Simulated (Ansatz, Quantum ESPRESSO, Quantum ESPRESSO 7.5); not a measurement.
# Ag(111), 5 layers: vacuum level and surface dipole

Wanted: work functions and the surface dipole of Ag(111), 5 layers at several levels, with their cost.

Program: Quantum ESPRESSO 7.5. Level of theory: plane-wave DFT, PBE, GBRV ultrasoft pseudopotentials (geometry and cross-check by Ansatz 0.2.0 with PAW datasets; geometry under PBE). Results are calculated unless marked as measured.

**Measured values to reproduce.**

For Ag (clean (111) face), “Anisotropic work function of elemental crystals” (2019, arxiv:1902.07811) quotes earlier work: work function (clean (111) face) 4.53 eV.

## (1) Starting point

The cell holds 5 atoms: 5 Ag. Cell: a = 2.892 Å, b = 2.892 Å, c = 25.445 Å, α = 90.0°, β = 90.0°, γ = 60.0°. It derives from Ag. Vacuum lies along c.

## (2) Geometry from Ansatz

A relaxation in Ansatz fixes the structure of this slab for the runs on it.

input.yaml reads:

```yaml
crystal:
  lattice:
    - [2.8920667351, 0.0, 0.0]
    - [1.4460333675, 2.504603262, 0.0]
    - [0.0, 0.0, 25.4454504039]
  atoms:
    - { symbol: Ag, position: [0.6666666667, 0.6666666667, 0.3143980505] }
    - { symbol: Ag, position: [0.0, 0.0, 0.4071990252] }
    - { symbol: Ag, position: [0.3333333333, 0.3333333333, 0.5] }
    - { symbol: Ag, position: [0.6666666667, 0.6666666667, 0.5928009748] }
    - { symbol: Ag, position: [0.0, 0.0, 0.6856019495] }
kpoints:
  mp_grid: { grid: [12, 12, 1] }
hamiltonian:
  xc: pbe
scf:
  occupations: { method: fermi_dirac, width: 0.1 }
  convergence: { dr2_threshold: 1.0e-08 }
efield:
  axis: 3
  dipole_correction: true
  ramp_position: 0.97
  ramp_width: 0.04
relax:
  f_tol: 0.01
  constraints: [{ sites: [2] }]
output:
  write_potential: true
  write_density: true
  volumetric_format: npy
```

The run is started by

```
$ ansatz run input.yaml --threads 4 --pin off --max-ram 8192MiB --backend cpu --events-out ev --progress --plain --runs-dir out
```

Numbers of over 12 decimals in the logs are rounded to 6 here.

Log:

```text
Engine: ansatz 0.2.0, aarch64-unknown-linux-gnu
Pseudopotentials: kind: paw
Pseudopotential: Ag, paw, valence charge 19, recommended cutoff 420 eV (normal), Ag.paw.azcp
Functional definition: PBE
  parameter kappa = 0.804
  parameter beta = 0.066725
  exchange = pbe_x(kappa = kappa, mu = beta*pi^2/3)
  correlation = pbe_c(beta = beta)
Crystal: 5 atoms, lattice volume = 184.314 Å³
Basis set: ecut = 420 eV, 3577 PW (Γ), exchange–correlation on 40×40×360 points (8 copies of the dense FFT grid, shifted against one another)
Bands: 57, of which v1, the nominal top of the filled ones, is band 48 counted from 1 (47 counted from 0)
Symmetry: 6 space group operations
k-points: 19 of 144 (time reversal used)
Non-local potential: Ag, projectors of the file, l = 0: 3, l = 1: 2, l = 2: 2, l = 3: 1
PAW form: soft (Blöchl's): semilocal exchange-correlation on the pseudo side does not see the compensation charge
PAW one-centre angular grid: Ag, 590 points (default); XC on 64 Gauss nodes
Initial density: superposition of atomic densities (neutral atoms: chi_scale 0, normalization atom), corrected by the library's trained network
Initial wavefunctions: pseudopotential atomic-orbital guess
Functional: x = pbe(κ = 0.804, μ = 0.219515), c = pbe(β = 0.066725)
SCF iter   1: F=—  HF=-37952.057164 eV  |F-HF|=—  |Δ(HF+E_count)|=         —  Δρ=1.32e-3  dr2=2.98e-2  ethr=1.77e-3  p=0.000 e·Å  D=1.58e-4 V/Å  ΔV_dip=-0.00 eV  dr2_dipole=8.74e-6  V_vac-E_F(+/−)=4.43/4.44 eV  ⟨swp⟩=7.8  Hψ=4394  notcnv=0  defer=20
efield: sawtooth ramp at fractional position 0.9700 (set: `efield.ramp_position`, or a place that a band, a saddle search or an elastic batch's reference lends), width 0.0400; the density the first Hamiltonian is built on has a dipole p = 0.000 e·Å; the dipole correction subtracts the counter field D = 1.58e-4 V/Å, which shifts the + side's vacuum level by -0.00 eV against the − side's; the planar-averaged density in the ramp window peaks in size at 7.0e-6 e/Å³
preconditioner: auto → LDOS  [metal: Δε(μ)=0.091 eV  Ē_g=9.451 eV  σ=0.100 eV  W_gap=0.22  n_scr=18 (ndim 8)  ℏωp=20.3 eV  f_vac=0.503  D(μ)=1.75/eV (n_scr^D=10)  β→1.0]
SCF iter   2: F=—  HF=-37952.061525 eV  |F-HF|=—  |Δ(HF+E_count)|=   4.36e-3  Δρ=9.68e-4  dr2=1.97e-3  ethr=3.13e-5  p=-0.000 e·Å  D=-6.26e-6 V/Å  ΔV_dip=0.00 eV  dr2_dipole=5.81e-8  V_vac-E_F(+/−)=4.48/4.48 eV  ⟨swp⟩=2.3  Hψ=2167  notcnv=0  defer=24
SCF iter   3: F=—  HF=-37952.061350 eV  |F-HF|=—  |Δ(HF+E_count)|=   1.74e-4  Δρ=7.85e-4  dr2=1.18e-3  ethr=2.07e-6  p=0.000 e·Å  D=8.50e-6 V/Å  ΔV_dip=-0.00 eV  dr2_dipole=1.20e-8  V_vac-E_F(+/−)=4.48/4.48 eV  ⟨swp⟩=2.4  Hψ=2071  notcnv=0  defer=24
SCF iter   4: F=—  HF=-37952.061078 eV  |F-HF|=—  |Δ(HF+E_count)|=   2.73e-4  Δρ=1.93e-4  dr2=1.11e-4  ethr=1.25e-6  p=0.000 e·Å  D=5.25e-6 V/Å  ΔV_dip=-0.00 eV  dr2_dipole=5.90e-9  V_vac-E_F(+/−)=4.48/4.48 eV  ⟨swp⟩=2.0  Hψ=1530  notcnv=0  defer=24
SCF iter   5: F=—  HF=-37952.061074 eV  |F-HF|=—  |Δ(HF+E_count)|=   3.53e-6  Δρ=5.93e-5  dr2=6.78e-6  ethr=1.17e-7  p=0.000 e·Å  D=2.08e-6 V/Å  ΔV_dip=-0.00 eV  dr2_dipole=1.52e-9  V_vac-E_F(+/−)=4.48/4.48 eV  ⟨swp⟩=2.1  Hψ=1620  notcnv=0  defer=24
SCF iter   6: F=—  HF=-37952.061116 eV  |F-HF|=—  |Δ(HF+E_count)|=   4.21e-5  Δρ=9.12e-6  dr2=1.96e-7  ethr=7.14e-9  p=0.000 e·Å  D=1.23e-6 V/Å  ΔV_dip=-0.00 eV  dr2_dipole=1.09e-10  V_vac-E_F(+/−)=4.48/4.48 eV  ⟨swp⟩=2.0  Hψ=1837  notcnv=0  defer=24
SCF iter   7: F=—  HF=-37952.061116 eV  |F-HF|=—  |Δ(HF+E_count)|=   6.23e-8  Δρ=2.94e-6  dr2=5.07e-8  ethr=2.07e-10  p=0.000 e·Å  D=1.17e-6 V/Å  ΔV_dip=-0.00 eV  dr2_dipole=9.92e-12  V_vac-E_F(+/−)=4.48/4.48 eV  ⟨swp⟩=2.2  Hψ=1677  notcnv=0  defer=24
SCF iter   8: F=-37952.061116 eV  HF=-37952.061116 eV  |F-HF|=1.62e-9  |Δ(HF+E_count)|=   1.08e-8  Δρ=1.23e-6  dr2=2.31e-9  ethr=1.05e-11  p=0.000 e·Å  D=1.18e-6 V/Å  ΔV_dip=-0.00 eV  dr2_dipole=1.89e-12  V_vac-E_F(+/−)=4.48/4.48 eV  ⟨swp⟩=7.2  Hψ=7000  notcnv=0
SCF 1 converged in 8 iterations: F = -37952.061116 eV  dr2 = 2.31e-9
  greatest PAW one-centre occupation: 1.000 electrons in one spin orbital (limit 2), on the Ag atom at site 2 (counted from 0), in its partial waves of l = 0
relax step   1: F+E_penalty+E_count = -37952.06111636 eV  Δ(F+E_penalty+E_count) = +0.000e0 eV  max|allowed force component| = 1.719e-1 eV/Å  Δτ_max = 0.0000 Å  (8 SCF iters, accepted)
Initial density: handed on by an earlier stage of this run
Initial wavefunctions: those handed on with the density
iter 1 solved again at ethr=4.47e-5 eV; its pass at ethr=3.10e-3 eV (dr2=4.25e-2 eV) is discarded
SCF iter   1: F=—  HF=-37952.085937 eV  |F-HF|=—  |Δ(HF+E_count)|=         —  Δρ=4.71e-3  dr2=3.82e-2  ethr=4.47e-5  p=0.000 e·Å  D=1.36e-7 V/Å  ΔV_dip=-0.00 eV  dr2_dipole=5.18e-10  V_vac-E_F(+/−)=4.49/4.49 eV  ⟨swp⟩=2.0  Hψ=4324  notcnv=0  defer=43
efield: sawtooth ramp at fractional position 0.9700 (set: `efield.ramp_position`, or a place that a band, a saddle search or an elastic batch's reference lends), width 0.0400; the density the first Hamiltonian is built on has a dipole p = 0.000 e·Å; the dipole correction subtracts the counter field D = 1.36e-7 V/Å, which shifts the + side's vacuum level by -0.00 eV against the − side's; the planar-averaged density in the ramp window peaks in size at 7.4e-7 e/Å³
preconditioner: auto → LDOS  [metal: Δε(μ)=0.101 eV  Ē_g=9.298 eV  σ=0.100 eV  W_gap=0.24  n_scr=18 (ndim 8)  ℏωp=20.3 eV  f_vac=0.492  D(μ)=1.82/eV (n_scr^D=10)  β→1.0]
SCF iter   2: F=—  HF=-37952.084638 eV  |F-HF|=—  |Δ(HF+E_count)|=   1.30e-3  Δρ=3.85e-3  dr2=6.80e-2  ethr=4.02e-5  p=0.000 e·Å  D=4.30e-5 V/Å  ΔV_dip=-0.00 eV  dr2_dipole=1.06e-6  V_vac-E_F(+/−)=4.47/4.47 eV  ⟨swp⟩=2.2  Hψ=1911  notcnv=0  defer=43
SCF iter   3: F=—  HF=-37952.073923 eV  |F-HF|=—  |Δ(HF+E_count)|=   1.07e-2  Δρ=6.48e-4  dr2=3.40e-3  ethr=4.02e-5  p=0.000 e·Å  D=1.34e-6 V/Å  ΔV_dip=-0.00 eV  dr2_dipole=1.28e-7  V_vac-E_F(+/−)=4.52/4.52 eV  ⟨swp⟩=2.1  Hψ=1627  notcnv=0  defer=43
SCF iter   4: F=—  HF=-37952.074131 eV  |F-HF|=—  |Δ(HF+E_count)|=   2.08e-4  Δρ=8.84e-4  dr2=1.36e-3  ethr=3.58e-6  p=0.000 e·Å  D=3.05e-5 V/Å  ΔV_dip=-0.00 eV  dr2_dipole=1.15e-9  V_vac-E_F(+/−)=4.53/4.53 eV  ⟨swp⟩=2.0  Hψ=1726  notcnv=0  defer=43
SCF iter   5: F=—  HF=-37952.073777 eV  |F-HF|=—  |Δ(HF+E_count)|=   3.54e-4  Δρ=6.91e-5  dr2=1.21e-5  ethr=1.43e-6  p=0.000 e·Å  D=3.49e-6 V/Å  ΔV_dip=-0.00 eV  dr2_dipole=1.91e-9  V_vac-E_F(+/−)=4.54/4.54 eV  ⟨swp⟩=2.0  Hψ=1743  notcnv=0  defer=43
SCF iter   6: F=—  HF=-37952.073784 eV  |F-HF|=—  |Δ(HF+E_count)|=   7.11e-6  Δρ=2.19e-5  dr2=8.17e-7  ethr=1.27e-8  p=0.000 e·Å  D=4.15e-6 V/Å  ΔV_dip=-0.00 eV  dr2_dipole=3.40e-11  V_vac-E_F(+/−)=4.54/4.54 eV  ⟨swp⟩=2.8  Hψ=1791  notcnv=0  defer=43
SCF iter   7: F=—  HF=-37952.073832 eV  |F-HF|=—  |Δ(HF+E_count)|=   4.80e-5  Δρ=6.16e-6  dr2=7.31e-8  ethr=8.60e-10  p=0.000 e·Å  D=1.57e-6 V/Å  ΔV_dip=-0.00 eV  dr2_dipole=8.06e-12  V_vac-E_F(+/−)=4.54/4.54 eV  ⟨swp⟩=2.0  Hψ=1713  notcnv=0  defer=44
SCF iter   8: F=-37952.073832 eV  HF=-37952.073832 eV  |F-HF|=5.01e-9  |Δ(HF+E_count)|=   8.03e-8  Δρ=2.38e-6  dr2=9.46e-9  ethr=1.05e-11  p=0.000 e·Å  D=1.36e-6 V/Å  ΔV_dip=-0.00 eV  dr2_dipole=1.21e-11  V_vac-E_F(+/−)=4.54/4.54 eV  ⟨swp⟩=9.2  Hψ=6928  notcnv=0
SCF 2 converged in 8 iterations: F = -37952.073832 eV  dr2 = 9.46e-9
relax step   2: F+E_penalty+E_count = -37952.07383181 eV  Δ(F+E_penalty+E_count) = -1.272e-2 eV  max|allowed force component| = 5.173e-2 eV/Å  Δτ_max = 0.1570 Å  (8 SCF iters, accepted)
SCF iter   1: F=—  HF=-37952.078532 eV  |F-HF|=—  |Δ(HF+E_count)|=         —  Δρ=1.65e-3  dr2=4.84e-3  ethr=4.68e-5  p=0.000 e·Å  D=2.89e-6 V/Å  ΔV_dip=-0.00 eV  dr2_dipole=4.44e-10  V_vac-E_F(+/−)=4.53/4.53 eV  ⟨swp⟩=4.8  Hψ=2751  notcnv=0  defer=41
efield: sawtooth ramp at fractional position 0.9700 (set: `efield.ramp_position`, or a place that a band, a saddle search or an elastic batch's reference lends), width 0.0400; the density the first Hamiltonian is built on has a dipole p = 0.000 e·Å; the dipole correction subtracts the counter field D = 2.89e-6 V/Å, which shifts the + side's vacuum level by -0.00 eV against the − side's; the planar-averaged density in the ramp window peaks in size at 3.1e-6 e/Å³
preconditioner: auto → LDOS  [metal: Δε(μ)=0.132 eV  Ē_g=9.327 eV  σ=0.100 eV  W_gap=0.31  n_scr=18 (ndim 8)  ℏωp=20.3 eV  f_vac=0.495  D(μ)=1.78/eV (n_scr^D=10)  β→1.0]
SCF iter   2: F=—  HF=-37952.078422 eV  |F-HF|=—  |Δ(HF+E_count)|=   1.10e-4  Δρ=1.49e-3  dr2=8.41e-3  ethr=5.09e-6  p=-0.000 e·Å  D=-1.49e-5 V/Å  ΔV_dip=0.00 eV  dr2_dipole=4.56e-7  V_vac-E_F(+/−)=4.55/4.55 eV  ⟨swp⟩=2.6  Hψ=2221  notcnv=0  defer=41
SCF iter   3: F=—  HF=-37952.076925 eV  |F-HF|=—  |Δ(HF+E_count)|=   1.50e-3  Δρ=2.60e-4  dr2=3.70e-4  ethr=5.09e-6  p=-0.000 e·Å  D=-5.24e-6 V/Å  ΔV_dip=0.00 eV  dr2_dipole=9.19e-8  V_vac-E_F(+/−)=4.53/4.53 eV  ⟨swp⟩=2.1  Hψ=1626  notcnv=0  defer=41
SCF iter   4: F=—  HF=-37952.076961 eV  |F-HF|=—  |Δ(HF+E_count)|=   3.59e-5  Δρ=3.40e-4  dr2=1.83e-4  ethr=3.89e-7  p=-0.000 e·Å  D=-3.45e-6 V/Å  ΔV_dip=0.00 eV  dr2_dipole=1.29e-9  V_vac-E_F(+/−)=4.52/4.52 eV  ⟨swp⟩=2.1  Hψ=1711  notcnv=0  defer=41
SCF iter   5: F=—  HF=-37952.076900 eV  |F-HF|=—  |Δ(HF+E_count)|=   6.02e-5  Δρ=2.20e-5  dr2=1.67e-6  ethr=1.93e-7  p=-0.000 e·Å  D=-3.51e-7 V/Å  ΔV_dip=0.00 eV  dr2_dipole=1.82e-9  V_vac-E_F(+/−)=4.52/4.52 eV  ⟨swp⟩=2.0  Hψ=1664  notcnv=0  defer=41
SCF iter   6: F=—  HF=-37952.077009 eV  |F-HF|=—  |Δ(HF+E_count)|=   1.08e-4  Δρ=7.13e-6  dr2=8.02e-8  ethr=1.75e-9  p=0.000 e·Å  D=7.12e-7 V/Å  ΔV_dip=-0.00 eV  dr2_dipole=5.23e-11  V_vac-E_F(+/−)=4.52/4.52 eV  ⟨swp⟩=2.2  Hψ=1640  notcnv=0  defer=41
SCF iter   7: F=—  HF=-37952.077009 eV  |F-HF|=—  |Δ(HF+E_count)|=   5.36e-8  Δρ=2.25e-6  dr2=1.10e-8  ethr=1.05e-11  p=0.000 e·Å  D=1.57e-6 V/Å  ΔV_dip=-0.00 eV  dr2_dipole=1.19e-11  V_vac-E_F(+/−)=4.52/4.52 eV  ⟨swp⟩=9.3  Hψ=7053  notcnv=0
SCF iter   8: F=-37952.077009 eV  HF=-37952.077009 eV  |F-HF|=9.82e-10  |Δ(HF+E_count)|=   1.67e-8  Δρ=8.15e-7  dr2=1.18e-9  ethr=1.05e-11  p=0.000 e·Å  D=1.42e-6 V/Å  ΔV_dip=-0.00 eV  dr2_dipole=6.84e-12  V_vac-E_F(+/−)=4.52/4.52 eV  ⟨swp⟩=8.4  Hψ=6342  notcnv=0
SCF 3 converged in 8 iterations: F = -37952.077009 eV  dr2 = 1.18e-9
relax step   3: F+E_penalty+E_count = -37952.07700869 eV  Δ(F+E_penalty+E_count) = -3.177e-3 eV  max|allowed force component| = 6.953e-3 eV/Å  Δτ_max = 0.0510 Å  (8 SCF iters, accepted)
NSCF: frozen V_eff on 19 k-points
the band table was solved once a step of the walk had ended and its energy, with any forces and stress, was formed, with the checks that follow a solve (5321 applications of the Hamiltonian). They found nothing against the state; the energy, forces and stress were not computed again (output.eigenvalues in the input reference)
WARN: The output density's exchange-correlation potential varies sharply where the density is thin. Do not read a vacuum level from v_tot or v_xc, or from such a field of the output density. On a cell that repeats whose density bears no net charge and no dipole along the vacuum's axis use v_es (v_loc + v_h of the components); under efield.dipole_correction with no amplitude use v_es + v_field, which holds any externa [...]
SCF converged after 8 iterations
Free energy (F): -37952.077009 eV
Harris-Foulkes:  -37952.077009 eV  (|F-HF|=9.82e-10)
Internal energy: -37952.017532 eV  (E = F + TS)
E sigma→0 (E₀):  -37952.047271 eV
Entropy (-TS):   -0.059476 eV (-11.895 meV/atom)
Fermi energy:    5.613661 eV
Dipole field:    D = -0.000002 V/Å  (p = -0.000002 e·Å, saw-weighted, corrected)
Work function:   Φ+ = 4.5204 eV   Φ− = 4.5203 eV
Levels:          The Fermi level and band energies are counted from a zero that moves with the ramp; work functions are not
--- Per-component energies (eV) ---
  E_band       = -2269.943141
  E_kinetic    = 2636.011745
  E_local      = -147241.059930  (includes V_loc(G=0)·N_el)
  E_nonlocal   = 400.805932
  E_hartree    = 72583.107377
  E_xc         = -922.933160
  E_vxc        = -1172.450654  (∫ρ·V_xc dr)
  E_paw        = -19511.081855  (= ΣΔE_a)
  E_vpaw       = -2059.461447  (= ΣTr[D̂ρ^β])
  E_aug_tail   = 0.001632  (compensation charges beyond the density's cutoff)
  E_efield     = 0.000000  (sawtooth field / dipole correction)
  E_vefield    = 0.000054  (∫n·V_field dr)
  E_ewald      = 54103.130725
  E_smearing   = -0.059476  (= −TS)
  E_closure    = -0.000000  (closes the sum)
  Σ components = -37952.077009   (vs F -37952.077009, Δ=0.00e0)
--- Forces (eV/Å), atoms counted from 1 ---
  atom   1  Ag     0.00000000    -0.00000000     0.00215132
  atom   2  Ag    -0.00000000     0.00000000    -0.00695305
  atom   3  Ag    -0.00000000     0.00000000    -0.00000439
  atom   4  Ag     0.00000000    -0.00000000     0.00695305
  atom   5  Ag    -0.00000000     0.00000000    -0.00214378
  max |Σ_I F_I| component: 3.16e-6 eV/Å
--- Band table (eV; the first three rows and the last of 19) ---
  k-point 0: bands = [... 44 lower, 2.4683, 2.4683, 2.6319, 2.6319, 2.8448, 4.8740, 5.7433, 9.5216, ... 5 higher]
  k-point 1: bands = [... 44 lower, 2.3222, 2.4598, 2.4680, 2.6376, 3.3484, 5.1600, 6.1498, 9.6516, ... 5 higher]
  k-point 2: bands = [... 44 lower, 2.2347, 2.4647, 2.6513, 2.7569, 4.0311, 5.8475, 7.1433, 10.0421, ... 5 higher]
  k-point 18: bands = [... 44 lower, 2.5724, 9.0347, 9.0347, 9.1571, 9.5984, 9.7909, 9.7909, 10.6535, ... 5 higher]
--- Relaxed structure (3 steps of the walk, 3 accepted, 0 SCFs on fresh bases) ---
  F+E_penalty+E_count = -37952.07700869 eV   max|allowed force component| = 6.953e-3 eV/Å
  atoms:
    - { symbol: Ag, position: [0.666667, 0.666667, 0.310231] }
    - { symbol: Ag, position: [-1.2728381320491974e-18, 5.70254999450764e-19, 0.405682] }
    - { symbol: Ag, position: [0.333333, 0.333333, 0.5] }
    - { symbol: Ag, position: [0.666667, 0.666667, 0.594318] }
    - { symbol: Ag, position: [3.496586270492286e-18, -1.5665352502827583e-18, 0.689769] }
```

Elapsed: 12 s, on 4 threads of Arm Neoverse V2, shared host; peak memory 0.57 GiB; 46 s of CPU time.

Relaxation path:

```csv
step,energy less that of the first step (eV),largest force component (eV/Å)
1,0.0000,0.1719
2,-0.0127,0.0517
3,-0.0159,0.0070
```

The atoms that moved most (Å):

```csv
atom,dx,dy,dz,length
Ag1,0.000,0.000,-0.106,0.106
Ag5,0.000,0.000,0.106,0.106
Ag2,0.000,0.000,-0.039,0.039
Ag4,0.000,0.000,0.039,0.039
```

The relaxed structure:

```cif
data_structure
_symmetry_space_group_name_H-M 'P 1'
_symmetry_Int_Tables_number 1
_cell_length_a 2.8921
_cell_length_b 2.8921
_cell_length_c 25.4455
_cell_angle_alpha 90.000
_cell_angle_beta 90.000
_cell_angle_gamma 60.000
_cell_volume 184.31
loop_
_atom_site_label
_atom_site_type_symbol
_atom_site_fract_x
_atom_site_fract_y
_atom_site_fract_z
_atom_site_occupancy
Ag1 Ag 0.66667 0.66667 0.31023 1
Ag2 Ag 0.00000 0.00000 0.40568 1
Ag3 Ag 0.33333 0.33333 0.50000 1
Ag4 Ag 0.66667 0.66667 0.59432 1
Ag5 Ag 0.00000 0.00000 0.68977 1
```

The relaxation lowers the energy by 3 meV an atom. Held were the atoms numbered 3; the forces quoted are those on the free ones.

Numbers from this step:

```
free energy                     : -37952.0770 eV
energy at zero smearing         : -37952.0473 eV
smearing term TS                : 0.05948 eV
Fermi energy                    : 5.614 eV
symmetry operations             : 6
work function of the upper face : 4.520 eV
work function of the lower face : 4.520 eV
dipole along the normal         : -2.29e-6 e·Å
```

[end of part 1 of 5]

[Logs are printed without paths, hosts, clocks, repeated set-up lines and the standing remarks that a program may print on its own settings, such as how far it seeks lower states.]

[Hosts, paths, dates, database ids (printed as entryN), source tags and the programs' standing remarks are cut or masked in the printed files.]

[Maps of the electrostatic potential energy from Ansatz leave out the sawtooth potential of an applied field or a dipole correction, so their vacuum need not be flat; planar profiles and work functions include it.]
